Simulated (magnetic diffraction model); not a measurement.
## Moment size from magnetic intensity in Ce₃Mg₁₃B₂

Space group P6/mmm (no. 191), a = 6.0220 Å, c = 13.2210 Å.

| site | atom | x | y | z |
| --- | --- | --- | --- | --- |
| 2e | Ce | 0 | 0 | 0.3296 |
| 1a | Ce | 0 | 0 | 0 |
| 6i | Mg | 0 | 1/2 | 0.1350 |
| 4h | Mg | 2/3 | 1/3 | 0.3151 |
| 3g | Mg | 0 | 1/2 | 1/2 |
| 2c | B | 1/3 | 2/3 | 0 |

This is a made-up structure (elements placed in a structure type, unrelaxed), so the numbers test the method and describe no known phase.

Only Ce is taken to order (form factors of Ce3+); orders and moment sizes are assumed, and not adapted to the symmetry. Radiation: neutrons of λ = 2.567 Å (absorption by B left out), 3° to 75°; isotropic B of 0.11 Å² (Ce), 0.22 Å² (Mg) and 0.23 Å² (B). The intensities are simulated: I ∝ L Σ (|F_N|² + |F_M⊥|²) for unpolarised neutrons, with F_M = 2.695 fm/μB × Σ f(s) S exp(2πi Q·r) exp(−B s²) at Q = H ± k (one set where k and −k are equivalent), only the part normal to Q counting and L = 1/(sin²θ cos θ). For collinear order S is the moment m, which repeats by lattice and centring translations R with the sign exp(−2πi k·R). Form factors are spin-only for 3d ions and dipole or tabulated for f ions, scattering lengths are Sears's of 1992, and absorption is left out. A label names one of the reflections at its angle. The strongest nuclear line in the range is 100, and lines under 0.2 are left out.

In a first state the assumed order is k = (1/2 1/2 1/2), collinear moments along [120], 2 μB on Ce; signs + at (0, 0, 0.3296), − at (0, 0, 0.6704), − at (0, 0, 0), with this pattern:

```
2θ (°)           index  nuclear  magnetic
 11.14         (0 0 1)      6.4       0.0
 21.98  (1/2 -1/2 3/2)      0.0      13.6
 22.39         (0 0 2)      1.7       0.0
 28.50         (1 0 0)     17.2       0.0
 29.92   (1/2 1/2 3/2)      0.0       4.0
 30.68         (1 0 1)      0.6       0.0
 36.54         (1 0 2)      0.4       0.0
 41.79  (3/2 -1/2 3/2)      0.0       5.0
 44.83         (1 0 3)      8.6       0.0
 45.70         (0 0 4)      0.2       0.0
 46.76  (3/2 -3/2 3/2)      0.0       2.5
 50.46         (1 1 0)     18.3       0.0
 53.98  (1/2 -1/2 9/2)      0.0       2.3
 55.67   (3/2 1/2 3/2)      0.0       1.6
 55.86         (1 1 2)      2.4       0.0
 58.08         (0 0 5)      8.4       0.0
```
(The table stops after 16 lines; 13 more lie at higher angle.)

**Question.** Nearer the ordering temperature the line at 21.98° has total intensity 3.4 on the same scale, and all moments have shrunk alike. How large is the Ce moment?

The nuclear part, 0.0, stays, so the magnetic part is 3.4 against 13.6. It goes as m², so m = 2 × √(3.4/13.6) = 1.00 μB; the value used was 1 μB.

[Logs are printed without paths, hosts, clocks, repeated set-up lines and the standing remarks that a program may print on its own settings, such as how far it seeks lower states.]
